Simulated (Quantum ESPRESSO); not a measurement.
Consider CSO (Cm).

```
CELL_PARAMETERS angstrom
2.60072 -3.62786 0.00000
2.60072 3.62786 0.00000
-0.93099 0.00000 4.14162
ATOMIC_POSITIONS crystal
S 0.31168 0.31168 0.99850
O 0.78374 0.78374 0.43643
C 0.58039 0.58039 0.24835
```

Absorber: atom 2, with 1 C at 1.18 Å (terminal, site symmetry m). Method: Quantum ESPRESSO XSpectra, LDA, full core hole (charged cell), 9-atom cell with 5.9 Å between holes, 4×4×4 k points, dipole transitions, Lorentzian half width 0.3 eV up to 4 eV, rising linearly to 2.5 eV at 25 eV (counted from xe0, 0.9 eV below the zero used here).

Q: Where do the maxima of the O K edge fall?

Main maxima up to 24 eV above the zero (height): 0.1 eV (6.74), 2.6 eV (1.58), 7.6 eV (0.96) and 13.6 eV (1.08). A K edge sees empty p states on the absorber. The total-energy difference plus the lowest empty eigenvalue puts the zero at 536.42 eV. One term is added: -8.83 eV, since the hole is spin-paired here and a spin-polarised one costs that much less in the free atom (computed apart). The photon energy is then 527.59 eV. The functional and the charged cell's background leave an error in such absolute values: in the free atom LDA prices this hole 4.1 eV below PBE (computed apart), and PBE is itself good to a few eV.

The O K spectrum (energy from the lowest empty level; intensity scaled to a mean of 1 over the first 20 eV; the points at xe0, where the cut of filled states can leave a spike, are interpolated; polarised curves are means over the symmetry-equivalent atoms):

| E (eV) | isotropic | ε ∥ x | ε ∥ y | ε ∥ z |
| --- | --- | --- | --- | --- |
| -2.00 | 0.16 | 0.12 | 0.22 | 0.14 |
| -1.25 | 0.35 | 0.25 | 0.50 | 0.30 |
| -0.50 | 1.48 | 0.99 | 2.22 | 1.24 |
| 0.25 | 5.37 | 3.63 | 7.94 | 4.52 |
| 1.00 | 0.77 | 0.60 | 1.03 | 0.69 |
| 1.75 | 0.47 | 0.56 | 0.35 | 0.51 |
| 2.50 | 1.39 | 2.19 | 0.18 | 1.78 |
| 3.25 | 1.29 | 1.99 | 0.15 | 1.72 |
| 4.00 | 0.48 | 0.71 | 0.16 | 0.57 |
| 4.75 | 0.36 | 0.45 | 0.21 | 0.41 |
| 5.50 | 0.46 | 0.56 | 0.31 | 0.52 |
| 6.25 | 0.65 | 0.71 | 0.54 | 0.70 |
| 7.00 | 0.89 | 1.04 | 0.60 | 1.02 |
| 7.75 | 0.94 | 1.25 | 0.49 | 1.09 |
| 8.50 | 0.82 | 1.11 | 0.44 | 0.90 |
| 9.25 | 0.88 | 1.18 | 0.53 | 0.94 |
| 10.00 | 1.04 | 1.36 | 0.66 | 1.11 |
| 10.75 | 1.08 | 1.31 | 0.76 | 1.17 |
| 11.50 | 1.07 | 1.27 | 0.76 | 1.17 |
| 12.25 | 1.06 | 1.23 | 0.79 | 1.16 |
| 13.00 | 1.07 | 1.17 | 0.86 | 1.18 |
| 13.75 | 1.08 | 1.16 | 0.87 | 1.21 |
| 14.50 | 1.05 | 1.16 | 0.84 | 1.17 |
| 15.25 | 1.01 | 1.16 | 0.78 | 1.07 |
| 16.00 | 0.97 | 1.16 | 0.74 | 1.01 |
| 16.75 | 0.94 | 1.14 | 0.70 | 0.99 |
| 17.50 | 0.91 | 1.11 | 0.66 | 0.97 |
| 18.25 | 0.87 | 1.04 | 0.64 | 0.94 |
| 19.00 | 0.84 | 0.97 | 0.64 | 0.90 |
| 19.75 | 0.81 | 0.92 | 0.65 | 0.87 |
| 20.50 | 0.80 | 0.89 | 0.66 | 0.85 |
| 21.25 | 0.78 | 0.85 | 0.67 | 0.83 |
| 22.00 | 0.77 | 0.82 | 0.68 | 0.80 |
| 22.75 | 0.76 | 0.81 | 0.69 | 0.78 |
| 23.50 | 0.75 | 0.79 | 0.70 | 0.76 |
| 24.25 | 0.75 | 0.78 | 0.70 | 0.76 |
| 25.00 | 0.74 | 0.78 | 0.70 | 0.75 |
| 25.75 | 0.74 | 0.78 | 0.69 | 0.76 |
| 26.50 | 0.75 | 0.79 | 0.69 | 0.76 |
| 27.25 | 0.75 | 0.80 | 0.68 | 0.77 |
| 28.00 | 0.75 | 0.80 | 0.68 | 0.77 |
| 28.75 | 0.75 | 0.80 | 0.67 | 0.77 |
| 29.50 | 0.73 | 0.79 | 0.65 | 0.75 |
| 30.25 | 0.71 | 0.76 | 0.64 | 0.72 |
| 31.00 | 0.68 | 0.73 | 0.62 | 0.69 |
| 31.75 | 0.65 | 0.69 | 0.60 | 0.65 |

The holes are only 5.9 Å apart, so the shape is probably not converged with cell size; no larger cell was run here. Lifetime broadening is put in by hand, and intensities beyond about 20 eV depend on it and on the partial waves; weight that the partial waves miss at high energy is lost. The structure is a computed Materials Project entry and may be a hypothetical form.

[Banner, clock and machine lines of the logs are left out without a mark of their own.]

[Logs are printed without paths, hosts, clocks, repeated set-up lines and the standing remarks that a program may print on its own settings, such as how far it seeks lower states.]

[Hosts, paths, dates, database ids (printed as entryN), source tags and the programs' standing remarks are cut or masked in the printed files.]

[Lists of maxima count a maximum above −3 eV only where it reaches 4 % of the highest in the window and stands out from its surroundings by 2 % of it (1.5 % where it reaches 55 %); shoulders and weaker maxima are passed over, and of the rest the first, up to two pre-edge ones and the few strongest are named.]
